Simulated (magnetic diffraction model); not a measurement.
# Solving a magnetic structure from powder neutron data: PrSn6Pd6

Space group P6/mmm (no. 191), a = 5.7290 Å, c = 8.9760 Å.

```
site  atom    x    y       z
  1a    Pr    0    0       0
  2e    Sn    0    0  0.3428
  2d    Sn  1/3  2/3     1/2
  2c    Sn  1/3  2/3       0
  6i    Pd    0  1/2  0.2496
```

The compound is invented for this exercise: a known structure type with other elements, its cell scaled to their sizes and not relaxed.

Only Pr is taken to order (form factors of Pr3+); orders and moment sizes are assumed, and not adapted to the symmetry. Radiation: neutrons of λ = 2.36 Å, 3° to 90°; isotropic B of 0.28 Å² (Pr), 0.29 Å² (Sn) and 0.29 Å² (Pd). Simulated constant-wavelength pattern: nuclear and magnetic terms add, the magnetic one as |2.695 fm × Σ f S⊥ exp(2πi Q·r) exp(−B s²)|², summed over all Q at one angle with the factor 1/(sin²θ cos θ). For collinear order S is the moment m, which repeats by lattice and centring translations R with the sign exp(−2πi k·R). Free-ion form factors, Sears's scattering lengths of 1992, no absorption; a label names one of the reflections at its angle. The strongest nuclear line in the range is 100, and lines under 0.2 are left out.

Above the ordering temperature:

```tsv
2θ (°)	index	I
15.11	(0 0 1)	0.5
27.52	(1 0 0)	5.2
30.49	(0 0 2)	3.2
31.54	(1 0 1)	0.8
46.45	(0 0 3)	3.5
48.65	(1 1 0)	31.7
51.24	(1 1 1)	0.3
54.84	(1 0 3)	16.4
56.81	(2 0 0)	43.2
58.51	(1 1 2)	68.2
59.14	(2 0 1)	0.2
63.45	(0 0 4)	24.0
65.84	(2 0 2)	100.0
69.54	(1 1 3)	11.4
70.50	(1 0 4)	31.2
76.33	(2 0 3)	9.7
77.99	(2 1 0)	1.8
80.01	(2 1 1)	0.3
83.82	(1 1 4)	2.6
```

Below it (cell unchanged):

```csv
2θ (°),I
13.66,6.8
15.11,0.5
20.42,3.7
23.77,1.6
27.52,5.2
28.29,1.8
30.49,3.2
31.54,0.8
33.54,0.9
36.68,1.6
39.02,0.7
39.87,2.4
41.80,0.7
44.69,1.1
46.45,3.5
48.41,1.3
48.65,0.4
48.65,31.7
50.78,0.7
51.24,0.3
52.61,0.7
52.84,0.3
53.29,1.2
54.84,16.4
56.81,43.2
58.51,68.2
59.14,0.2
60.39,0.8
60.60,0.7
62.44,0.6
63.45,24.0
64.25,0.3
64.66,1.0
65.84,100.0
66.04,0.5
68.19,0.8
```
(The table stops after 36 lines; 20 more lie at higher angle.)

**Question.** Check that the new lines index with k = (0 1/2 0), then choose among these models:
A. collinear moments along [100], 2.7 μB on Pr
B. collinear moments along [001], 2.7 μB on Pr
C. collinear moments along [101], 2.7 μB on Pr

The new lines index as (0 1/2 0) at 13.66°, (0 1/2 1) at 20.42°, (1 -1/2 0) at 23.77° and (1 -1/2 1) at 28.29°, that is as H ± k with k = (0 1/2 0), one of 3 inequivalent arms of its star (k and −k counted as one), which a powder can't tell apart. Half indices mean that the moments reverse under translations with k·R a half-integer, and the magnetic cell has twice the primitive volume.

Magnetic intensity, observed (below minus above) and for each model:

| 2θ (°) | index | observed | A | B | C |
| --- | --- | --- | --- | --- | --- |
| 20.42 | (0 1/2 1) | 3.7 | 6.0 | 2.7 | 3.7 |
| 23.77 | (1 -1/2 0) | 1.6 | <0.2 | 2.2 | 1.6 |
| 28.29 | (1 -1/2 1) | 1.8 | 0.9 | 2.2 | 1.8 |
| 33.54 | (0 1/2 2) | 0.9 | 2.2 | 0.4 | 0.9 |
| 36.68 | (1 1/2 0) | 1.6 | 1.0 | 1.8 | 1.6 |
| 48.65 | (0 1/2 3) | 0.4 | 1.0 | <0.2 | 0.4 |
| 50.78 | (2 -1/2 0) | 0.7 | <0.2 | 0.9 | 0.7 |
| 53.29 | (2 -1/2 1) | 1.2 | 0.3 | 1.5 | 1.2 |

Model C matches.

The structure used: k = (0 1/2 0), collinear moments along [101], 2.7 μB on Pr.

[Logs are printed without paths, hosts, clocks, repeated set-up lines and the standing remarks that a program may print on its own settings, such as how far it seeks lower states.]
